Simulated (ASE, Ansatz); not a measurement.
## Random rutile alloy of IrO2 and SiO2 (96 atoms): a single point

What does DFT give for random rutile alloy of IrO2 and SiO2 (96 atoms) as built?

Calculated with Ansatz 0.2.0; Kohn-Sham DFT, PBE, PAW (set soft_2), plane waves.

## (1) The structure

The cell holds 96 atoms: 12 Si, 64 O and 20 Ir. Its edges and angles: a = 8.757 Å, b = 8.757 Å, c = 11.882 Å, α = 90.0°, β = 90.0°, γ = 90.0°. It derives from IrO2 (rutile) and SiO2, repeated 2×2×4. Rutile IrO2, 2 x 2 x 4 conventional cells, 12 of 32 Ir sites given to Si at random (x = 0.375), lattice by Vegard's rule (cell 4.378, 4.378, 2.971, 90, 90, 90); every coordinate displaced by a Gaussian of 0.07 Å.

What the set-up can't give: The host structure and its lattice constant were typed by rule, without a check against the phase diagram. The main run has no spin polarisation, so moments on Ir can't form in it, and no Hubbard term. Spin–orbit coupling is left out, which matters for the levels of the heavy elements.

## (2) Plane-wave single point

One self-consistent run at the given positions yields energy and forces.

Contents of input.yaml:

```yaml
crystal:
  lattice:
    - [8.7568, 0.0, 0.0]
    - [0.0, 8.7568, 0.0]
    - [0.0, 0.0, 11.8824]
  atoms:
    - { symbol: Si, position: [0.01688, 0.01694, 0.00284] }
    - { symbol: Si, position: [0.24927, 0.24697, 0.12538] }
    - { symbol: O, position: [0.14617, 0.14458, 0.98881] }
    - { symbol: O, position: [0.33626, 0.35719, 0.00588] }
    - { symbol: O, position: [0.10515, 0.40736, 0.1321] }
    - { symbol: O, position: [0.406, 0.09793, 0.12961] }
    - { symbol: Ir, position: [0.00011, 0.00453, 0.25315] }
    - { symbol: Ir, position: [0.25415, 0.24267, 0.36606] }
    - { symbol: O, position: [0.15078, 0.15145, 0.25624] }
    - { symbol: O, position: [0.3347, 0.33551, 0.24592] }
    - { symbol: O, position: [0.08307, 0.39371, 0.37013] }
    - { symbol: O, position: [0.40759, 0.08801, 0.38115] }
    - { symbol: Ir, position: [0.98775, 0.99499, 0.50392] }
    - { symbol: Ir, position: [0.25503, 0.2365, 0.63008] }
    - { symbol: O, position: [0.14043, 0.13978, 0.51103] }
    - { symbol: O, position: [0.34554, 0.36325, 0.51132] }
    - { symbol: O, position: [0.0867, 0.41395, 0.62259] }
    - { symbol: O, position: [0.4005, 0.09558, 0.61877] }
    - { symbol: Si, position: [0.0111, 0.00877, 0.75085] }
    - { symbol: Ir, position: [0.25773, 0.23058, 0.87316] }
    - { symbol: O, position: [0.151, 0.15145, 0.74903] }
    - { symbol: O, position: [0.33747, 0.34666, 0.75501] }
    - { symbol: O, position: [0.10335, 0.38816, 0.86655] }
    - { symbol: O, position: [0.40669, 0.08425, 0.88169] }
    - { symbol: Si, position: [0.99551, 0.49083, 0.00093] }
    - { symbol: Si, position: [0.26278, 0.73489, 0.11749] }
    - { symbol: O, position: [0.15812, 0.6614, 0.00347] }
    - { symbol: O, position: [0.35136, 0.84605, 0.00399] }
    - { symbol: O, position: [0.08526, 0.91299, 0.11872] }
    - { symbol: O, position: [0.41041, 0.6026, 0.12151] }
    - { symbol: Ir, position: [0.01078, 0.50009, 0.25261] }
    - { symbol: Si, position: [0.24992, 0.74934, 0.38616] }
    - { symbol: O, position: [0.14207, 0.64868, 0.24772] }
    - { symbol: O, position: [0.35184, 0.84695, 0.25202] }
    - { symbol: O, position: [0.09951, 0.89684, 0.36894] }
    - { symbol: O, position: [0.39461, 0.58516, 0.37734] }
    - { symbol: Ir, position: [0.98924, 0.4924, 0.49814] }
    - { symbol: Ir, position: [0.25572, 0.75282, 0.62341] }
    - { symbol: O, position: [0.1529, 0.63641, 0.50428] }
    - { symbol: O, position: [0.35008, 0.85792, 0.4871] }
    - { symbol: O, position: [0.10691, 0.90699, 0.62816] }
    - { symbol: O, position: [0.41914, 0.5944, 0.62952] }
    - { symbol: Ir, position: [0.00864, 0.50792, 0.74883] }
    - { symbol: Si, position: [0.24837, 0.75496, 0.86766] }
    - { symbol: O, position: [0.14831, 0.65864, 0.74299] }
    - { symbol: O, position: [0.3355, 0.84731, 0.75446] }
    - { symbol: O, position: [0.09861, 0.89134, 0.8603] }
    - { symbol: O, position: [0.41018, 0.59755, 0.88663] }
    - { symbol: Ir, position: [0.49785, 0.99856, 0.99929] }
    - { symbol: Ir, position: [0.75188, 0.25719, 0.13056] }
    - { symbol: O, position: [0.65413, 0.14277, 0.00161] }
    - { symbol: O, position: [0.84442, 0.35033, 0.99056] }
    - { symbol: O, position: [0.58894, 0.40506, 0.12093] }
    - { symbol: O, position: [0.90418, 0.09204, 0.12546] }
    - { symbol: Si, position: [0.50648, 0.99531, 0.24577] }
    - { symbol: Ir, position: [0.75205, 0.25807, 0.37354] }
    - { symbol: O, position: [0.66647, 0.14306, 0.24743] }
    - { symbol: O, position: [0.84884, 0.33182, 0.24785] }
    - { symbol: O, position: [0.58907, 0.39934, 0.37726] }
    - { symbol: O, position: [0.90052, 0.09099, 0.3832] }
    - { symbol: Ir, position: [0.49748, 0.01976, 0.4946] }
    - { symbol: Ir, position: [0.75058, 0.2532, 0.63452] }
    - { symbol: O, position: [0.64228, 0.14986, 0.49548] }
    - { symbol: O, position: [0.85255, 0.35978, 0.4987] }
    - { symbol: O, position: [0.61173, 0.41171, 0.63039] }
    - { symbol: O, position: [0.8895, 0.09403, 0.62188] }
    - { symbol: Ir, position: [0.50775, 0.9869, 0.75123] }
    - { symbol: Si, position: [0.74015, 0.25404, 0.86841] }
    - { symbol: O, position: [0.65666, 0.14602, 0.74418] }
    - { symbol: O, position: [0.8488, 0.3476, 0.74869] }
    - { symbol: O, position: [0.60967, 0.40311, 0.87708] }
    - { symbol: O, position: [0.90688, 0.08867, 0.86857] }
    - { symbol: Ir, position: [0.49431, 0.50607, 0.00572] }
    - { symbol: Si, position: [0.75766, 0.75799, 0.1275] }
    - { symbol: O, position: [0.66227, 0.66228, 0.99994] }
    - { symbol: O, position: [0.85479, 0.85143, 0.99674] }
    - { symbol: O, position: [0.59026, 0.90582, 0.12362] }
    - { symbol: O, position: [0.9008, 0.5908, 0.12677] }
    [... 12 atom lines left out ...]
    - { symbol: Ir, position: [0.48893, 0.50263, 0.74706] }
    - { symbol: Ir, position: [0.74809, 0.75298, 0.8771] }
    - { symbol: O, position: [0.64944, 0.64511, 0.75995] }
    - { symbol: O, position: [0.84337, 0.84627, 0.74717] }
    - { symbol: O, position: [0.61043, 0.91286, 0.8855] }
    - { symbol: O, position: [0.91481, 0.59929, 0.88152] }
kpoints:
  mp_grid: { grid: [2, 2, 1] }
hamiltonian:
  xc: pbe
scf:
  occupations: { method: gaussian, width: 0.05 }
output:
  forces: true
  stress: true
  populations: true
  dos:
    method: { smearing: { sigma: 0.1 } }
    de: 0.1
    projected: { site_lists: { Ir: [Ir], O: [O], Si: [Si] } }
  eigenvalues: true
  write_density: true
  write_potential: true
  volumetric_format: npy
```

Command:

```bash
> ansatz run input.yaml --threads 8 --pin off --max-ram 15872MiB --backend cpu --events-out ev --progress --plain --runs-dir out
```

Numbers of over 12 decimals in the logs are rounded to 6 here.

The log of the run:

```text
Engine: ansatz 0.2.0, aarch64-unknown-linux-gnu
Pseudopotentials: kind: paw
Pseudopotential: Si, paw, valence charge 4, recommended cutoff 420 eV (normal), Si.paw.azcp
Pseudopotential: O, paw, valence charge 6, recommended cutoff 420 eV (normal), O.paw.azcp
Pseudopotential: Ir, paw, valence charge 17, recommended cutoff 420 eV (normal), Ir.paw.azcp
[... 5 lines on functional and potentials left out ...]
Crystal: 96 atoms, lattice volume = 911.161 Å³
Basis set: ecut = 420 eV, 17895 PW (Γ), exchange–correlation on 120×120×160 points (8 copies of the dense FFT grid, shifted against one another)
Bands: 482, of which v1, the nominal top of the filled ones, is band 386 counted from 1 (385 counted from 0)
Symmetry: 1 space group operations
Space group: P1 (ITA 1), of the structure as read, at distance tolerance 9.7e-5 Å
k-points: 4
[... 7 lines on functional and potentials left out ...]
Initial density: superposition of atomic densities (neutral atoms: chi_scale 0, normalization atom), corrected by the library's trained network
Initial wavefunctions: pseudopotential atomic-orbital guess
Functional: x = pbe(κ = 0.804, μ = 0.219515), c = pbe(β = 0.066725)
SCF iter   1: F=—  HF=-282592.162257 eV  |F-HF|=—  |Δ(HF+E_count)|=         —  Δρ=1.20e-2  dr2=1.87e0  ethr=1.77e-3  ⟨swp⟩=6.0  Hψ=7267  notcnv=0  defer=211
preconditioner: auto → Kerker (q_TF=auto, 2.654 Å⁻¹)  [metal: Δε(μ)=0.036 eV  Ē_g=13.565 eV  σ=0.050 eV  W_gap=0.39  n_scr=286 (ndim 8)  ℏωp=30.4 eV  f_vac=0.004  D(μ)=26.49/eV (n_scr^D=196)]
SCF iter   2: F=—  HF=-282592.019568 eV  |F-HF|=—  |Δ(HF+E_count)|=   1.43e-1  Δρ=5.51e-3  dr2=5.41e-1  ethr=2.42e-4  ⟨swp⟩=1.0  Hψ=2220  notcnv=0  defer=306
SCF iter   3: F=—  HF=-282591.962561 eV  |F-HF|=—  |Δ(HF+E_count)|=   5.70e-2  Δρ=1.33e-3  dr2=5.91e-2  ethr=7.00e-5  ⟨swp⟩=1.0  Hψ=1584  notcnv=0  defer=306
SCF iter   4: F=—  HF=-282591.954353 eV  |F-HF|=—  |Δ(HF+E_count)|=   8.21e-3  Δρ=4.84e-4  dr2=9.34e-3  ethr=7.66e-6  ⟨swp⟩=3.0  Hψ=2932  notcnv=0  defer=306
SCF iter   5: F=—  HF=-282591.953208 eV  |F-HF|=—  |Δ(HF+E_count)|=   1.14e-3  Δρ=2.31e-4  dr2=2.73e-3  ethr=1.21e-6  ⟨swp⟩=2.0  Hψ=2554  notcnv=0  defer=306
SCF iter   6: F=—  HF=-282591.952959 eV  |F-HF|=—  |Δ(HF+E_count)|=   2.49e-4  Δρ=1.02e-4  dr2=6.43e-4  ethr=3.54e-7  ⟨swp⟩=1.0  Hψ=1584  notcnv=0  defer=306
SCF iter   7: F=—  HF=-282591.952923 eV  |F-HF|=—  |Δ(HF+E_count)|=   3.55e-5  Δρ=5.94e-5  dr2=1.24e-4  ethr=8.33e-8  ⟨swp⟩=3.0  Hψ=2602  notcnv=0  defer=306
SCF iter   8: F=—  HF=-282591.952861 eV  |F-HF|=—  |Δ(HF+E_count)|=   6.25e-5  Δρ=2.78e-5  dr2=3.39e-5  ethr=1.61e-8  ⟨swp⟩=2.2  Hψ=2552  notcnv=0  defer=306
SCF iter   9: F=—  HF=-282591.951798 eV  |F-HF|=—  |Δ(HF+E_count)|=   1.06e-3  Δρ=1.31e-5  dr2=4.67e-6  ethr=4.40e-9  ⟨swp⟩=2.5  Hψ=2615  notcnv=0  defer=306
SCF iter  10: F=—  HF=-282591.951798 eV  |F-HF|=—  |Δ(HF+E_count)|=   4.28e-7  Δρ=6.01e-6  dr2=1.28e-6  ethr=6.05e-10  ⟨swp⟩=2.8  Hψ=2909  notcnv=0  defer=306
SCF iter  11: F=—  HF=-282591.951798 eV  |F-HF|=—  |Δ(HF+E_count)|=   1.02e-7  Δρ=2.61e-6  dr2=1.94e-7  ethr=1.66e-10  ⟨swp⟩=2.0  Hψ=2551  notcnv=0  defer=306
SCF iter  12: F=-282591.951798 eV  HF=-282591.951798 eV  |F-HF|=4.08e-8  |Δ(HF+E_count)|=   1.82e-8  Δρ=1.23e-6  dr2=5.07e-8  ethr=1.30e-11  ⟨swp⟩=15.0  Hψ=13974  notcnv=0
SCF 1 converged in 12 iterations: F = -282591.951798 eV  dr2 = 5.07e-8
  greatest PAW one-centre occupation: 1.000 electrons in one spin orbital (limit 2), on the Ir atom at site 60 (counted from 0), in its partial waves of l = 0
SCF converged after 12 iterations
Free energy (F): -282591.951798 eV
Harris-Foulkes:  -282591.951798 eV  (|F-HF|=4.08e-8)
Internal energy: -282591.917087 eV  (E = F + TS)
E sigma→0 (E₀):  -282591.934442 eV
Entropy (-TS):   -0.034711 eV (-0.362 meV/atom)
Fermi energy:    14.251799 eV
--- Per-component energies (eV) ---
  E_band       = -4126.775772
  E_kinetic    = 24426.962797
  E_local      = -63117.441130  (includes V_loc(G=0)·N_el)
  E_nonlocal   = 4840.324409
  E_hartree    = 24665.783909
  E_xc         = -10754.500601
  E_vxc        = -12611.638119  (∫ρ·V_xc dr)
  E_paw        = -200778.943502  (= ΣΔE_a)
  E_vpaw       = -6996.721612  (= ΣTr[D̂ρ^β])
  E_aug_tail   = 0.160666  (compensation charges beyond the density's cutoff)
  E_ewald      = -61874.263634
  E_smearing   = -0.034711  (= −TS)
  E_closure    = -0.000000  (closes the sum)
  Σ components = -282591.951798   (vs F -282591.951798, Δ=0.00e0)
--- Forces (eV/Å), atoms counted from 1 ---
  atom   1  Si    -4.36827307    -3.86970171    -0.49637259
  atom   2  Si     0.62593235     0.85056591    -0.33327312
  atom   3  O      0.48349127     0.27868145     5.17519701
  atom   4  O     -1.76173901    -3.23849198     1.46452809
  atom   5  O      1.64899869    -2.93588461    -5.48034448
  atom   6  O     -2.12523859     1.62174036     1.89813449
  atom   7  Ir    -1.03329089    -2.12655808    -1.53432042
  atom   8  Ir    -2.26064723     0.53603253    11.98239532
  atom   9  O     -0.14618715    -0.19241584    -6.35551156
  atom  10  O      2.07227722     2.07661292    -5.09037705
  atom  11  O      3.43734434    -2.67395306     2.60277405
  atom  12  O     -4.54249682     4.62115386   -10.79008734
  atom  13  Ir     2.95578681    -2.64901701     0.30944645
  atom  14  Ir    -3.27699969     6.15494178    -3.76705286
[...]
atom  95  O      0.03452567    -1.58082094    -3.44302606
  atom  96  O      0.30226943    -0.54784572     1.61513634
  max |Σ_I F_I| component: 4.04e-5 eV/Å
--- Stress (GPa, compression-positive) ---
       26.376167       4.199876       0.106490
        4.199876      25.745176      -2.520155
        0.106490      -2.520155      38.202906
  P = ⅓ Tr σ = 30.1081 GPa (301.081 kbar)
--- Band table (eV) ---
  k-point 0: bands = ["-79.9974", "-79.8594", "-79.5451", "-79.5138", [... 466 levels ...], "22.7019", "22.7646", "22.8260", "22.9323", "22.9876", "23.0827", "23.1883", "23.2075", "23.2769", "23.3501", "23.3900", "23.4709"]
[...]
--- Löwdin populations: 96 sites ---
  site symbol       q [e]
     0     Si      2.4507
     1     Si      2.5658
     2      O      6.6852
[...]
95      O      6.6734
  spilling = 0.006217 (of n_electrons = 772.000000)
```

It took 45 s on 8 threads of Arm Neoverse V2, shared host; peak memory 7.1 GiB.

Numbers from this run:

```
free energy                             : -282591.9518 eV
free energy per atom                    : -2943.6662 eV/atom
SCF cycles                              : 12
pressure                                : 30.11 GPa
r.m.s. force component                  : 3.159 eV/Å
longest force                           : 12.63 eV/Å
Fermi energy                            : 14.25 eV
levels partly filled by over 2 per cent : 9
spilling of the projection              : 0.006217
```

Length of the force by element:

```tsv
element	coordination	atoms	mean length of the force (eV/Å)	spread	least	most
Ir	all	20	6.87	3.09	2.79	12.6
O	all	64	4.54	2.26	0.710	12.6
Si	all	12	2.41	1.48	0.897	5.86
```

Löwdin charges by element (they lack the spilled electrons, 0.050 e an atom on average):

```tsv
element	coordination	atoms	mean charge (e)	spread	least	most
Ir	all	20	1.46	0.087	1.30	1.64
O	all	64	-0.658	0.0487	-0.766	-0.553
Si	all	12	1.48	0.036	1.43	1.55
```

Density of states as counts of states in windows of 1 eV (from the Fermi level), total and the larger projections:

```tsv
from (eV)	to (eV)	total	O p	Ir d
-14	-12	0.0	0.0	0.0
-12	-11	5.3	3.1	1.0
-11	-10	25.0	15.0	5.4
-10	-9	46.2	28.3	13.2
-9	-8	46.0	30.0	11.1
-8	-7	47.0	32.5	9.5
-7	-6	51.7	38.0	9.0
-6	-5	53.4	42.1	7.7
-5	-4	55.2	46.2	6.2
-4	-3	41.6	36.1	4.1
-3	-2	29.4	15.5	12.6
-2	-1	50.2	13.7	34.2
-1	0	33.0	12.7	18.9
0	1	20.1	8.4	11.0
1	2	2.1	0.4	1.0
2	3	26.6	5.9	13.0
3	4	29.1	8.9	12.4
4	5	29.1	10.2	10.4
```

Between -26 and -14 eV lie 128 more states.

The stored curve holds about 612 of the 772 electrons; the rest, give or take the few that broadening carries across the Fermi level, lie in deeper levels below its range.

The levels nearest the highest filled one (over half full), pooled over k-points and spins:

```tsv
level less the highest filled one (eV)	occupation
-0.0608	1.96
-0.0537	1.94
-0.0533	1.94
-0.0259	1.73
-0.0221	1.68
0	1.29
0.0268	0.698
0.0316	0.6
0.0708	0.102
0.0799	0.059
0.0961	0.019
0.119	0.003
```

Electrostatic potential energy in the ab plane at fractional z = 0.001, with atoms of Si and O and Ir within 0.2 Å of it. With pseudopotentials it is smooth inside the atoms' cores, unlike the true potential.

Ten even steps from '0' (-49 eV) to '9' (19 eV), each cell a mean:
```
1258999998400027999999873
6689999977632258999987787
8899999733577789999852379
9999999511489999999831379
9999999733699999999854589
9999999988999999999998999
9985468999999997447999999
9962148999999984125999999
9973258999988885236999999
7886689999753467679999987
2479999998510037999999863
0268999998300027999999730
0268999998400037999999730
3579999866643468999987763
7889998423687889999842477
9999998412699999999731389
9999998645899999999854699
9999999989999999999988999
9997789999999998679999999
9963369999999984237999999
8741259999988873127999998
4554479999864565358999985
0147899998620037899999862
0037999998400016999999851
```
Columns run along a (8.8 Å; values clipped at the 3rd and 97th percentile), rows up along b (8.8 Å). Atoms in or near the plane, at fractional coordinates: Si at (0.02, 0.02), O at (0.15, 0.14), O at (0.34, 0.36), Si at (0.00, 0.49), O at (0.16, 0.66), O at (0.35, 0.85), Ir at (0.50, 0.00), O at (0.65, 0.14), O at (0.84, 0.35), Ir at (0.49, 0.51), O at (0.66, 0.66), O at (0.85, 0.85).

[end of part 1 of 2]

[Logs are printed without paths, hosts, clocks, repeated set-up lines and the standing remarks that a program may print on its own settings, such as how far it seeks lower states.]

[Hosts, paths, dates, database ids (printed as entryN), source tags and the programs' standing remarks are cut or masked in the printed files.]
